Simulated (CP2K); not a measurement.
Consider 4-aminopyridine at its PBE geometry (Å).

```xyz
13

N     2.0607   -0.2319    0.3595
C     0.7052   -0.0786    0.1222
C    -0.0212    0.9988    0.6643
C    -1.3949    1.0690    0.4452
N    -2.1071    0.1703   -0.2627
C    -1.3972   -0.8526   -0.7791
C    -0.0238   -1.0249   -0.6229
H     2.5751   -0.8425   -0.2659
H     2.5769    0.5917    0.6490
H     0.4807    1.7677    1.2533
H    -1.9639    1.9025    0.8661
H    -1.9670   -1.5853   -1.3572
H     0.4766   -1.8841   -1.0719
```

Method: CP2K XAS_TDP, all-electron GAPW, PBEh(45%), aug-cc-pVDZ, TDA, GW2X-corrected core level, no relativity.

Q: Where do the N K-edge lines lie, and how strong are they?

Leading lines: N1 403.67 eV and N5 399.85 eV. The leading line of an atom is its first one with 35 % of the strongest within 2.5 eV of its lowest line over the strength cut. Core ionisation energies at this level: N1 406.49 and N5 404.79 eV.

The first six lines of each atom with a strength over 0.0015:

```csv
atom,energy (eV),states,"strength, one atom",above the computed threshold
N1 (bonded to C and 2 H),403.50,1,0.0070,
,403.67,1,0.0131,
,404.31,1,0.0222,
,404.75,1,0.0034,
,406.07,1,0.0104,
,406.08,1,0.0043,
N5 (bonded to 2 C),399.85,1,0.0488,
,405.43,1,0.0038,yes
,406.12,1,0.0020,yes
,406.35,1,0.0018,yes
,406.65,1,0.0020,yes
,406.71,1,0.0016,yes
```

Lines are vertical, at one geometry, with no vibrational structure. GW2X ionisation energies and lines can be off by 1 to 2 eV either way, and a good line position may hide errors that cancel. These values hold no scalar relativity, about 0.2 eV for N 1s. Rydberg lines, and the discretised continuum above threshold, depend on the basis and the box.

[Banner, clock and machine lines of the logs are left out without a mark of their own.]

[Logs are printed without paths, hosts, clocks, repeated set-up lines and the standing remarks that a program may print on its own settings, such as how far it seeks lower states.]

[Hosts, paths, dates, database ids (printed as entryN), source tags and the programs' standing remarks are cut or masked in the printed files.]
